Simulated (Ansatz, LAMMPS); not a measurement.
# Relaxing amorphous 86SiO2-14P2O5 (mol %) (100 atoms), part 2 of 4

How does amorphous 86SiO2-14P2O5 (mol %) (100 atoms) relax, and what do bonds, charges and levels look like afterwards?

Ansatz 0.2.0; Kohn-Sham DFT, PBE, PAW (set soft_2), plane waves.

The cell: 24 Si, 8 P and 68 O. The quench rate of 50 K/ps is orders of magnitude faster than experiment. The network of bonds at the start is that of the classical potential that made the cell. Sampling is at Γ alone, for a cell whose shortest periodic width is 11 Å.

So far. Step 3 (Single point at the start): Neighbours are counted within 2.16 Å (O-Si), 1.98 Å (O-P).

### Step 4. Cell and atoms relaxed

Cell and atoms are freed together, to release stress as well as forces.

Input file input.yaml:

```yaml
crystal:
  lattice:
    - [11.3993, 0.0, 0.0]
    - [0.0, 11.3993, 0.0]
    - [0.0, 0.0, 11.3993]
  atoms:
    [... the 100 atom lines of step 3 ...]
kpoints:
  mp_grid: { grid: [1, 1, 1] }
hamiltonian:
  xc: pbe
scf:
  occupations: { method: fermi_dirac, width: 0.025 }
output:
  forces: true
relax:
  f_tol: 0.04
  max_steps: 250
  cell: {}
```

The run is started by

```
> ansatz run input.yaml --threads 4 --pin off --max-ram 8192MiB --backend cpu --events-out ev --progress --plain --runs-dir out
```

Numbers of over 12 decimals in the logs are rounded to 6 here.

Output:

```text
[...]
Crystal: 100 atoms, lattice volume = 1481.271 Å³
Basis set: ecut = 420 eV, 28887 PW (Γ), exchange–correlation on 160×160×160 points (8 copies of the dense FFT grid, shifted against one another)
Bands: 372, of which v1, the nominal top of the filled ones, is band 272 counted from 1 (271 counted from 0)
Symmetry: 1 space group operations
[...]
k-points: 1
[...]
SCF iter   1: F=—  HF=-59967.815567 eV  |F-HF|=—  |Δ(HF+E_count)|=         —  Δρ=3.18e-3  dr2=2.22e-1  ethr=1.77e-3  ⟨swp⟩=7.0  Hψ=1957  notcnv=0  defer=73
[...]
SCF iter   9: F=-59967.763381 eV  HF=-59967.763381 eV  |F-HF|=4.70e-8  |Δ(HF+E_count)|=   6.09e-8  Δρ=2.49e-6  dr2=9.08e-8  ethr=1.84e-11  ⟨swp⟩=3.0  Hψ=1363  notcnv=0
SCF 1 converged in 9 iterations: F = -59967.763381 eV  dr2 = 9.08e-8
[...]
relax step   1: F+E_penalty+E_count = -59967.76338093 eV  Δ(F+E_penalty+E_count) = +0.000e0 eV  max|allowed force component| = 3.662e0 eV/Å  Δτ_max = 0.0000 Å  P = +0.456 GPa  Ω = 1481.271 Å³  (9 SCF iters, dr2 threshold 1.00e-7 eV, accepted)
[... from here on, the SCF cycles and remarks between the steps are left out ...]
relax step   2: F+E_penalty+E_count = -59969.75248633 eV  Δ(F+E_penalty+E_count) = -1.989e0 eV  max|allowed force component| = 2.726e0 eV/Å  Δτ_max = 0.1023 Å  P = +0.477 GPa  Ω = 1467.242 Å³  energy of the carried Pulay correction = +4.835e-2 eV  (7 SCF iters, dr2 threshold 1.00e-5 eV, accepted)
relax step   3: F+E_penalty+E_count = -59972.01072801 eV  Δ(F+E_penalty+E_count) = -2.258e0 eV  max|allowed force component| = 1.234e0 eV/Å  Δτ_max = 0.1679 Å  P = -0.123 GPa  Ω = 1446.053 Å³  energy of the carried Pulay correction = +1.222e-1 eV  (8 SCF iters, dr2 threshold 1.00e-5 eV, accepted)
relax step   4: F+E_penalty+E_count = -59972.93765517 eV  Δ(F+E_penalty+E_count) = -9.269e-1 eV  max|allowed force component| = 7.346e-1 eV/Å  Δτ_max = 0.2000 Å  P = +0.077 GPa  Ω = 1432.284 Å³  energy of the carried Pulay correction = +1.708e-1 eV  (8 SCF iters, dr2 threshold 1.00e-5 eV, accepted)
relax step   5: F+E_penalty+E_count = -59973.33318260 eV  Δ(F+E_penalty+E_count) = -3.955e-1 eV  max|allowed force component| = 4.596e-1 eV/Å  Δτ_max = 0.2000 Å  P = -0.211 GPa  Ω = 1426.524 Å³  energy of the carried Pulay correction = +1.913e-1 eV  (8 SCF iters, dr2 threshold 1.00e-5 eV, accepted)
relax step   6: F+E_penalty+E_count = -59973.48242166 eV  Δ(F+E_penalty+E_count) = -1.492e-1 eV  max|allowed force component| = 2.772e-1 eV/Å  Δτ_max = 0.2000 Å  P = -0.028 GPa  Ω = 1420.869 Å³  energy of the carried Pulay correction = +2.115e-1 eV  (7 SCF iters, dr2 threshold 1.00e-5 eV, accepted)
relax step   7: F+E_penalty+E_count = -59973.52496952 eV  Δ(F+E_penalty+E_count) = -4.255e-2 eV  max|allowed force component| = 2.553e-1 eV/Å  Δτ_max = 0.1141 Å  P = -0.052 GPa  Ω = 1419.970 Å³  energy of the carried Pulay correction = +2.147e-1 eV  (7 SCF iters, dr2 threshold 4.80e-6 eV, accepted)
relax step   8: F+E_penalty+E_count = -59973.60729007 eV  Δ(F+E_penalty+E_count) = -8.232e-2 eV  max|allowed force component| = 4.691e-1 eV/Å  Δτ_max = 0.2000 Å  P = -0.015 GPa  Ω = 1418.329 Å³  energy of the carried Pulay correction = +2.206e-1 eV  (8 SCF iters, dr2 threshold 4.07e-6 eV, accepted)
relax step   9: F+E_penalty+E_count = -59973.63362918 eV  Δ(F+E_penalty+E_count) = -2.634e-2 eV  max|allowed force component| = 6.990e-1 eV/Å  Δτ_max = 0.1393 Å  P = -0.283 GPa  Ω = 1416.132 Å³  energy of the carried Pulay correction = +2.284e-1 eV  (7 SCF iters, dr2 threshold 1.00e-5 eV, accepted)
relax step  10: F+E_penalty+E_count = -59973.65636946 eV  Δ(F+E_penalty+E_count) = -2.274e-2 eV  max|allowed force component| = 6.861e-1 eV/Å  Δτ_max = 0.2000 Å  P = +0.312 GPa  Ω = 1404.387 Å³  energy of the carried Pulay correction = +2.707e-1 eV  (8 SCF iters, dr2 threshold 1.00e-5 eV, rejected (line search))
relax step  11: F+E_penalty+E_count = -59973.71251681 eV  Δ(F+E_penalty+E_count) = -7.889e-2 eV  max|allowed force component| = 1.496e-1 eV/Å  Δτ_max = 0.1000 Å  P = -0.014 GPa  Ω = 1412.906 Å³  energy of the carried Pulay correction = +2.400e-1 eV  (11 SCF iters, accepted)
relax step  12: F+E_penalty+E_count = -59973.72990608 eV  Δ(F+E_penalty+E_count) = -1.739e-2 eV  max|allowed force component| = 6.581e-2 eV/Å  Δτ_max = 0.1000 Å  P = -0.045 GPa  Ω = 1412.991 Å³  energy of the carried Pulay correction = +2.397e-1 eV  (7 SCF iters, dr2 threshold 1.40e-6 eV, accepted)
relax step  13: F+E_penalty+E_count = -59973.73813251 eV  Δ(F+E_penalty+E_count) = -8.226e-3 eV  max|allowed force component| = 5.846e-2 eV/Å  Δτ_max = 0.0511 Å  P = -0.009 GPa  Ω = 1411.729 Å³  energy of the carried Pulay correction = +2.442e-1 eV  (8 SCF iters, dr2 threshold 2.71e-7 eV, accepted)
relax step  14: F+E_penalty+E_count = -59973.73903218 eV  Δ(F+E_penalty+E_count) = -8.997e-4 eV  max|allowed force component| = 3.946e-2 eV/Å  Δτ_max = 0.0226 Å  P = +0.010 GPa  Ω = 1411.894 Å³  energy of the carried Pulay correction = +2.437e-1 eV  (7 SCF iters, dr2 threshold 2.14e-7 eV, accepted)
relax step  15: F+E_penalty+E_count = -59973.57531518 eV  Δ(F+E_penalty+E_count) = +1.637e-1 eV  max|allowed force component| = 3.975e-2 eV/Å  Δτ_max = 0.0000 Å  P = -0.240 GPa  Ω = 1411.894 Å³  stress off target by 2.78e-1 GPa  SCF on the basis re-selected at this cell (its energy is not comparable with the rows above)  (7 SCF iters)
relax step  16: F+E_penalty+E_count = -59973.56721081 eV  Δ(F+E_penalty+E_count) = +8.104e-3 eV  max|allowed force component| = 3.464e-1 eV/Å  Δτ_max = 0.2000 Å  P = +0.146 GPa  Ω = 1401.226 Å³  energy of the carried Pulay correction = +3.683e-2 eV  (9 SCF iters, dr2 threshold 1.94e-7 eV, rejected (line search))
relax step  17: F+E_penalty+E_count = -59973.60064029 eV  Δ(F+E_penalty+E_count) = -2.533e-2 eV  max|allowed force component| = 3.160e-2 eV/Å  Δτ_max = 0.0214 Å  P = +0.112 GPa  Ω = 1405.873 Å³  energy of the carried Pulay correction = +2.083e-2 eV  (12 SCF iters, accepted)
relax step  18: F+E_penalty+E_count = -59973.60342294 eV  Δ(F+E_penalty+E_count) = -2.783e-3 eV  max|allowed force component| = 5.982e-2 eV/Å  Δτ_max = 0.0471 Å  P = +0.008 GPa  Ω = 1405.683 Å³  energy of the carried Pulay correction = +2.151e-2 eV  (9 SCF iters, dr2 threshold 4.56e-8 eV, accepted)
relax step  19: F+E_penalty+E_count = -59973.59542899 eV  Δ(F+E_penalty+E_count) = +7.994e-3 eV  max|allowed force component| = 9.193e-2 eV/Å  Δτ_max = 0.0880 Å  P = -0.030 GPa  Ω = 1406.849 Å³  energy of the carried Pulay correction = +1.748e-2 eV  (8 SCF iters, dr2 threshold 2.24e-7 eV, rejected (line search))
relax step  20: F+E_penalty+E_count = -59973.60435432 eV  Δ(F+E_penalty+E_count) = -9.314e-4 eV  max|allowed force component| = 1.417e-2 eV/Å  Δτ_max = 0.0173 Å  P = +0.006 GPa  Ω = 1405.695 Å³  energy of the carried Pulay correction = +2.147e-2 eV  (11 SCF iters, accepted)
relax step  21: F+E_penalty+E_count = -59973.58418678 eV  Δ(F+E_penalty+E_count) = +2.017e-2 eV  max|allowed force component| = 1.413e-2 eV/Å  Δτ_max = 0.0000 Å  P = -0.011 GPa  Ω = 1405.695 Å³  stress off target by 1.66e-2 GPa  SCF on the basis re-selected at this cell (its energy is not comparable with the rows above)  (5 SCF iters)
[...]
SCF converged after 5 iterations
Free energy (F): -59973.584187 eV
[...]
Internal energy: -59973.584187 eV  (E = F + TS)
E sigma→0 (E₀):  -59973.584187 eV
Fermi energy:    4.973973 eV
[...]
--- Forces (eV/Å), atoms counted from 1 ---
  atom   1  Si     0.00242538    -0.00019466    -0.00574898
  atom   2  Si     0.00115604    -0.00513133    -0.00551002
  atom   3  Si     0.00582912     0.00121329    -0.00378421
  atom   4  Si    -0.00195636    -0.00778804     0.00205916
  atom   5  Si     0.00205870    -0.00340818     0.00461394
  atom   6  Si    -0.00575981    -0.00133309     0.00475481
  atom   7  Si    -0.00471519    -0.00622131     0.00661473
  atom   8  Si    -0.00530936     0.00045106    -0.00077535
  atom   9  Si     0.00545764     0.00523732     0.00189218
  atom  10  Si    -0.00103313    -0.00078335    -0.00064198
  atom  11  Si     0.00036555     0.00152162    -0.00051654
  atom  12  Si     0.00502933     0.00538540     0.00032490
  atom  13  Si     0.00638199    -0.00661514     0.00236915
  atom  14  Si     0.00085694    -0.00006137     0.00143442
[...]
atom  99  O     -0.00067470     0.00608704     0.00100296
  atom 100  O     -0.00064470     0.00135917    -0.00259338
  max |Σ_I F_I| component: 9.98e-6 eV/Å
--- Stress (GPa, compression-positive) ---
       -0.007820       0.002860      -0.000471
        0.002862      -0.014182       0.002954
       -0.000470       0.002955      -0.010169
  P = ⅓ Tr σ = -0.0107 GPa (-0.107 kbar)
--- Relaxed structure (19 steps of the walk, 16 accepted, 2 SCFs on fresh bases) ---
  F+E_penalty+E_count = -59973.58418678 eV   max|allowed force component| = 1.413e-2 eV/Å   (the final SCF, on the basis selected at the relaxed cell)
  cell:  # Å, volume = 1405.6946 Å³
    - [11.201983, 0.030870, -0.112574]
    - [0.030870, 11.147605, -0.022021]
    - [-0.112574, -0.022021, 11.258048]
  atoms:
    - { symbol: Si, position: [0.741317, 0.442961, 0.496340] }
    - { symbol: Si, position: [0.544074, 0.944939, 0.152998] }
    - { symbol: Si, position: [0.479258, 0.566623, 0.510897] }
    - { symbol: Si, position: [0.915165, 0.624400, 0.614983] }
[...]
- { symbol: O, position: [0.668909, 0.388859, 0.818813] }
```

The job ended after 5.6 min (4 threads of Arm Neoverse V1, shared host; peak memory 1.8 GiB; 21 min of CPU time).

Step by step:

```tsv
step	energy less that of the first step (eV)	largest force component (eV/Å)	pressure (GPa)	volume (Å³)
1	0.0000	3.6620	0.46	1481.27
2	-1.9891	2.7256	0.48	1467.24
3	-4.2473	1.2339	-0.12	1446.05
4	-5.1743	0.7346	0.08	1432.28
5	-5.5698	0.4596	-0.21	1426.52
6	-5.7190	0.2772	-0.03	1420.87
7	-5.7616	0.2553	-0.05	1419.97
8	-5.8439	0.4691	-0.01	1418.33
9	-5.8702	0.6990	-0.28	1416.13
10	-5.8930	0.6861	0.31	1404.39
11	-5.9491	0.1496	-0.01	1412.91
12	-5.9665	0.0658	-0.04	1412.99
13	-5.9748	0.0585	-0.01	1411.73
14	-5.9757	0.0395	0.01	1411.89
15*	-5.8119	0.0397	-0.24	1411.89
16	-5.8038	0.3464	0.15	1401.23
17	-5.8373	0.0316	0.11	1405.87
18	-5.8400	0.0598	0.01	1405.68
19	-5.8320	0.0919	-0.03	1406.85
20	-5.8410	0.0142	0.01	1405.69
21*	-5.8208	0.0141	-0.01	1405.69
```

Relaxation steps marked * repeat the geometry before them on a plane-wave basis chosen anew for their cell, so energy and pressure can jump there. Relaxation steps 10, 16, 19 were tried and not accepted.

```tsv
cell as run	before	after	change
a (Å)	11.399	11.203	-1.7 %
b (Å)	11.399	11.148	-2.2 %
c (Å)	11.399	11.259	-1.2 %
α (°)	90.00	90.23	+0.3 %
β (°)	90.00	91.15	+1.3 %
γ (°)	90.00	89.68	-0.4 %
volume (Å³/atom)	14.81	14.06	-5.1 %
```

The atoms that moved most (Å, as changes of fractional coordinates times the final cell):

```tsv
atom	dx	dy	dz	length
O94	-0.666	0.530	0.153	0.865
O98	-0.141	0.104	0.827	0.846
O52	0.270	-0.026	0.685	0.737
O56	0.101	-0.402	-0.431	0.598
O59	-0.171	0.311	0.479	0.596
O97	-0.354	-0.156	-0.367	0.533
O72	0.470	-0.196	0.090	0.517
O69	0.240	-0.031	-0.452	0.512
```

The relaxation changed the energy by -58.2 meV/atom, and atoms moved by 0.30 Å r.m.s., 0.86 Å at most.

### Step 5. Distances and neighbours after relaxation

Bonds before and after, by the cutoffs listed below:

```tsv
pair	bonds before	bonds after	mean before (Å)	mean after (Å)	spread before (Å)	spread after (Å)
O-Si	97	97	1.635	1.637	0.051	0.032
O-P	32	32	1.530	1.555	0.026	0.056
```

Density 2.37 g/cm³, 14.06 Å³ an atom.

Pair distribution functions g(r), in bins of 0.2 Å:

```tsv
r (Å)	total	O-O	O-Si	O-P	Si-Si	Si-P	P-P
1.40	0.36	0.00	0.00	3.31	0.00	0.00	0.00
1.60	5.00	0.00	11.96	10.00	0.00	0.00	0.00
1.80	0.18	0.00	0.45	0.35	0.00	0.00	0.00
2.00	0.00	0.00	0.00	0.00	0.00	0.00	0.00
2.20	0.00	0.00	0.00	0.00	0.00	0.00	0.00
2.40	0.40	0.88	0.00	0.00	0.00	0.00	0.00
2.60	2.23	4.82	0.00	0.00	0.00	0.00	0.00
2.80	0.83	1.59	0.13	0.14	0.47	0.36	0.00
3.00	0.73	0.69	0.26	0.22	2.08	4.47	1.98
3.20	0.72	0.40	0.36	0.40	4.84	2.34	0.00
3.40	0.60	0.53	0.71	1.16	0.00	0.00	0.00
3.60	0.82	0.50	1.15	1.89	0.00	0.22	0.00
3.80	1.10	0.78	1.67	1.56	0.14	0.19	1.20
4.00	1.24	0.66	2.12	1.87	0.24	0.54	1.10
4.20	1.32	0.81	1.99	1.53	1.08	1.30	2.98
4.40	0.88	0.91	0.78	0.69	0.60	1.97	2.68
4.60	0.92	1.17	0.60	0.73	0.93	1.10	0.81
4.80	1.08	1.49	0.51	0.81	1.26	1.65	0.75
5.00	1.17	1.58	0.66	0.74	1.78	1.16	0.00
5.20	1.14	1.41	0.80	0.78	1.22	1.75	0.00
5.40	0.89	0.79	1.00	0.88	1.33	0.59	1.19
```

Bonds by pair of elements; cutoffs follow the first minimum of g(r), held within bounds set by covalent radii, and pairs that aren't listed don't count as bonded:

```tsv
pair A-B	cutoff (Å)	bonds	mean length (Å)	spread (Å)	shortest (Å)	B about A	A about B
O-Si	2.12	97	1.64	0.032	1.59	1.43	4.04
O-P	2.08	32	1.55	0.056	1.46	0.471	4
```

How many atoms have how many bonded neighbours:

```tsv
element	mean	1	2	4	5
O	1.90	7	61	0	0
P	4	0	0	8	0
Si	4.04	0	0	23	1
```

Bond angles, per cent of each kind in bins of 5°:

```tsv
angle (°)	O-Si-O	O-P-O	Si-O-Si	P-O-Si
80–85	0.7	0.0	0.0	0.0
85–90	1.4	0.0	0.0	0.0
90–95	1.4	2.1	0.0	0.0
95–100	2.0	0.0	0.0	0.0
100–105	9.5	20.8	0.0	0.0
105–110	38.5	33.3	0.0	0.0
110–115	37.8	29.2	0.0	0.0
115–120	6.8	12.5	0.0	0.0
120–125	0.7	2.1	5.4	4.3
125–130	0.0	0.0	0.0	8.7
130–135	0.7	0.0	2.7	8.7
135–140	0.0	0.0	8.1	21.7
140–145	0.0	0.0	21.6	21.7
145–150	0.0	0.0	16.2	13.0
150–155	0.0	0.0	10.8	4.3
155–160	0.0	0.0	10.8	4.3
160–165	0.0	0.0	5.4	13.0
165–170	0.7	0.0	10.8	0.0
170–175	0.0	0.0	5.4	0.0
175–180	0.0	0.0	2.7	0.0
```

Bond angles (no mean is given where the spread exceeds 20°):

```tsv
angle	count	mean (°)	spread (°)
O-Si-O	148	109	7.7
O-P-O	48	109	5.8
Si-O-Si	37	150	13.4
P-O-Si	23	143	10.8
P-O-P	1	129	0
```

Oxygen atoms by the number of network formers (Si, P, Ge, B, Al, As, Ga) bound to them:

```tsv
network formers bound to O	O atoms	per cent
0	0	0
1	7	10.3
2	61	89.7
```

Network units: each former by its oxygen neighbours and how many of them bridge to another former:

```tsv
former	O neighbours	bridging O	atoms
Si	4	4	23
Si	5	5	1
P	4	2	1
P	4	3	5
P	4	4	2
```

Bond length by coordination (bonds to H left out):

```tsv
element	coordination	atoms	mean bond length (Å)
O	1	7	1.47
O	2	61	1.62
Si	4	23	1.63
Si	5	1	1.73
```

Rings of the network by King's shortest-path rule, up to 12 atoms, one path for each pair of neighbours; H, halogens, alkali and alkaline-earth atoms are left out, and the last column divides by all other atoms, bonded or not:

```tsv
ring size (atoms)	rings	per network atom
8	5	0.05
10	9	0.09
12	11	0.11
```

First main peaks of g(r), for some of the pairs, lie near 2.6 Å (O-O), 1.6 Å (O-Si), 1.6 Å (O-P), 3.1 Å (Si-Si) and 3.1 Å (Si-P). With the cutoffs above, 90 % of O atoms have 2, all P atoms have 4 and 96 % of Si atoms have 4 bonded neighbours. The O-Si-O angle averages 109° with a spread of 8°. 90 % of the oxygens bridge two formers (Si and P) and 10 % are non-bridging. The commonest Si unit has 4 oxygens, 4 of them shared with other formers (23 of 24 atoms). Rings of 12 atoms are the most common (44 % of those counted); sizes run from 8 to 12, where the search stops.

(Continued in part 3 of 4.)

[Logs are printed without paths, hosts, clocks, repeated set-up lines and the standing remarks that a program may print on its own settings, such as how far it seeks lower states.]

[Hosts, paths, dates, database ids (printed as entryN), source tags and the programs' standing remarks are cut or masked in the printed files.]
